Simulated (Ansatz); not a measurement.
# Changed inputs in constrained RPA: CsIrF3 (cubic perovskite) (Pm-3m), part 2 of 2

Aim: hold the target of a cRPA run on CsIrF3 (cubic perovskite) (Pm-3m) and move one thing at a time.

Ansatz 0.2.0; constrained RPA on PBEsol, plane waves, PAW.

So far. Step 4 (Changed: smooth pair densities): On the Ir d shell, screening brings the on-site interaction from 13.3 eV down to U = 4.76 eV. Step 5 (Changed: accuracy high): On the Ir d shell, screening brings the on-site interaction from 13.3 eV down to U = 4.74 eV.

The structure was built from a prototype and need not be the compound's stable phase.

## Step 7: Changed: volume -6 %

The cell differs from the one that the last finished run ended in (a 4.311 → 4.223 Å, b 4.311 → 4.223 Å, c 4.311 → 4.223 Å).

The input, input.yaml:

```yaml
crystal:
  lattice:
    - [0.0, -4.2233145014, 0.0]
    - [0.0, 0.0, 4.2233145014]
    - [-4.2233145014, 0.0, 0.0]
  atoms:
    - { symbol: Cs, position: [0.0, 0.0, 0.0] }
    - { symbol: Ir, position: [0.5, 0.5, 0.5] }
    - { symbol: F, position: [0.5, 0.5, 0.0] }
    - { symbol: F, position: [0.5, 0.0, 0.5] }
    - { symbol: F, position: [0.0, 0.5, 0.5] }
kpoints:
  mp_grid: { grid: [6, 6, 6] }
hamiltonian:
  xc: pbesol
scf:
  occupations: { method: gaussian, width: 0.08 }
  n_extra_bands: 19
  max_iter: 150
  lower_state_search: "off"
output:
  crpa:
    kmesh: [4, 4, 4]
    target_bands: [v4, c1]
    projections: [{ species: Ir, l: d, shell: 5 }]
  local_orbitals:
    kmesh: [8, 8, 8]
    orbitals: [{ species: Ir, l: d, shell: 5 }]
    window: { bands: [v4, c1] }
    seedname: lo
```

Launch:

```console
$ ansatz run input.yaml --threads 4 --pin off --max-ram 9216MiB --backend cpu --events-out ev --progress --plain --runs-dir out
```

Numbers of over 12 decimals in the logs are rounded to 6 here.

The log of the run:

```text
[...]
Crystal: 5 atoms, lattice volume = 75.329 Å³
Basis set: ecut = 420 eV, 1419 PW (Γ)
Bands: 43, of which v1, the nominal top of the filled ones, is band 24 counted from 1 (23 counted from 0)
Symmetry: 48 space group operations
[...]
k-points: 20 of 216
[...]
χ-basis size per q: N_G = 256..284
[...]
screened: U = 4.7023 eV, U' = 3.9565 eV, J = 0.3521 eV
      screened d-shell averages: U_bar = F0 = 4.1056 eV, J_bar = 0.5012 eV
      screened, to within: U = 1.1e-2 eV, U' = 1.1e-2 eV, J = 8.7e-4 eV
      screened d-shell averages, to within: U_bar = 9.0e-3 eV, J_bar = 1.3e-3 eV
      bare: V = 13.2958 eV, V' = 12.2664 eV, J = 0.4841 eV
      bare d-shell averages: V_bar = F0 = 12.4723 eV, J_bar = 0.6900 eV
[...]
[key lines of the parts left out:]
SCF converged after 7 iterations
Free energy (F): -19784.556977 eV
Fermi energy:    11.103421 eV
```

Wall time 1.8 min (4 threads of AMD EPYC 9R45, shared host); peak memory 0.73 GiB; 2.6 min of CPU time.

Numbers from this step:

```
U                                                 : 4.702 eV
U prime (inter-orbital)                           : 3.956 eV
J                                                 : 0.3521 eV
bare V                                            : 13.30 eV
bare J                                            : 0.4841 eV
stated bound on U                                 : 0.01064 eV
U over bare V                                     : 0.3537
electrons in the window                           : 7.000
head of the constrained inverse dielectric matrix : 0.3258
least eigenvalue of the projection's overlap      : 0.6331
target functions                                  : 5
bands in the sums                                 : 50
r.m.s. miss of the model bands                    : 2.27e-4 eV
width of the target bands                         : 4.836 eV
weight of the projected orbitals in the window    : 0.8295
```

On the Ir d shell, screening brings the on-site interaction from 13.3 eV down to U = 4.70 eV.

## Step 8: Changed: PBE

This step: constrained RPA on PBE, plane waves, PAW.

input.yaml, the sections that differ from step 7:

```yaml
crystal:
  lattice:
    - [0.0, -4.31132543, 0.0]
    - [0.0, 0.0, 4.31132543]
    - [-4.31132543, 0.0, 0.0]
  atoms:
    - { symbol: Cs, position: [0.0, 0.0, 0.0] }
    - { symbol: Ir, position: [0.5, 0.5, 0.5] }
    - { symbol: F, position: [0.5, 0.5, 0.0] }
    - { symbol: F, position: [0.5, 0.0, 0.5] }
    - { symbol: F, position: [0.0, 0.5, 0.5] }
hamiltonian:
  xc: pbe
output:
  crpa:
    kmesh: [4, 4, 4]
    target_bands: [v4, c1]
    projections: [{ species: Ir, l: d, shell: 5 }]
# kpoints, scf: as in step 7
```

The log of the run:

```text
[...]
Crystal: 5 atoms, lattice volume = 80.137 Å³
Basis set: ecut = 420 eV, 1551 PW (Γ)
Bands: 43, of which v1, the nominal top of the filled ones, is band 24 counted from 1 (23 counted from 0)
Symmetry: 48 space group operations
[...]
k-points: 20 of 216
[...]
χ-basis size per q: N_G = 257..304
[...]
screened: U = 4.8322 eV, U' = 4.0747 eV, J = 0.3578 eV
      screened d-shell averages: U_bar = F0 = 4.2262 eV, J_bar = 0.5093 eV
      screened, to within: U = 1.2e-2 eV, U' = 1.2e-2 eV, J = 8.8e-4 eV
      screened d-shell averages, to within: U_bar = 9.8e-3 eV, J_bar = 1.4e-3 eV
      bare: V = 13.4040 eV, V' = 12.3644 eV, J = 0.4922 eV
      bare d-shell averages: V_bar = F0 = 12.5723 eV, J_bar = 0.7001 eV
[...]
[key lines of the parts left out:]
SCF converged after 6 iterations
Free energy (F): -20029.693395 eV
Fermi energy:    10.121138 eV
```

Run time: 1.7 min. Hardware: 4 threads; peak memory 0.72 GiB.

This step gave:

```
U                                                 : 4.832 eV
U prime (inter-orbital)                           : 4.075 eV
J                                                 : 0.3578 eV
bare V                                            : 13.40 eV
bare J                                            : 0.4922 eV
stated bound on U                                 : 0.01144 eV
U over bare V                                     : 0.3605
electrons in the window                           : 7.000
head of the constrained inverse dielectric matrix : 0.3411
least eigenvalue of the projection's overlap      : 0.6449
target functions                                  : 5
bands in the sums                                 : 50
width of the target bands                         : 4.357 eV
weight of the projected orbitals in the window    : 0.8390
```

On the Ir d shell, screening brings the on-site interaction from 13.4 eV down to U = 4.83 eV.

## Step 9: Side by side

Times are wall times on 4 threads of AMD EPYC 9R45, shared host. The host was busy with other work, so they are no guide to cost.

| run | bare V (eV) | U (eV) | J (eV) | bound on U (eV) | width (eV) | time |
| --- | --- | --- | --- | --- | --- | --- |
| target window | 13.32 | 4.735 | 0.353 | 0.0111 | 4.32 | 1.9 min |
| 2×2×2 mesh | 13.63 | 4.979 | 0.361 | 0.0103 | 4.32 | 15 s |
| smooth pair densities | 13.32 | 4.763 | 0.367 | 0.0055 | 4.32 | 1.9 min |
| accuracy high | 13.32 | 4.737 | 0.353 | 0.0005 | 4.32 | 2.8 min |
| volume -6 % | 13.30 | 4.702 | 0.352 | 0.0106 | 4.84 | 1.8 min |
| PBE | 13.40 | 4.832 | 0.358 | 0.0114 | 4.36 | 1.7 min |

## Step 10: What came out

| Item | Value |
| --- | --- |
| target window | U 4.73 eV, J 0.35 eV |
| 2×2×2 mesh | U 4.98 eV, J 0.36 eV |
| smooth pair densities | U 4.76 eV, J 0.37 eV |
| accuracy high | U 4.74 eV, J 0.35 eV |
| volume -6 % | U 4.70 eV, J 0.35 eV |
| PBE | U 4.83 eV, J 0.36 eV |

In words: 2×2×2 mesh moves U by +0.24 eV at 0.13 times the time. Smooth pair densities moves U by +0.03 eV. Accuracy high moves U by +0.002 eV (within the solver's bounds, for the mean over orbitals). Volume -6 % moves U by −0.03 eV. PBE moves U by +0.10 eV. The printed bound covers the solver alone, not the mesh, and no denser mesh than the base was run. The parent state is non-magnetic and the interaction static (zero frequency); U depends on the window and the orbitals, so it belongs to this model alone. Spin-orbit coupling, which is strong for atoms this heavy, is left out.

[Paths, hosts, dates, memory and timing lines, banners, echoed tables and standing remarks are left out of the program output.]

[Logs are printed without paths, hosts, clocks, repeated set-up lines and the standing remarks that a program may print on its own settings, such as how far it seeks lower states.]

[Runs of the session that timed out or met a known fault of the program may be left out.]

[Hosts, paths, dates, database ids (printed as entryN), source tags and the programs' standing remarks are cut or masked in the printed files.]
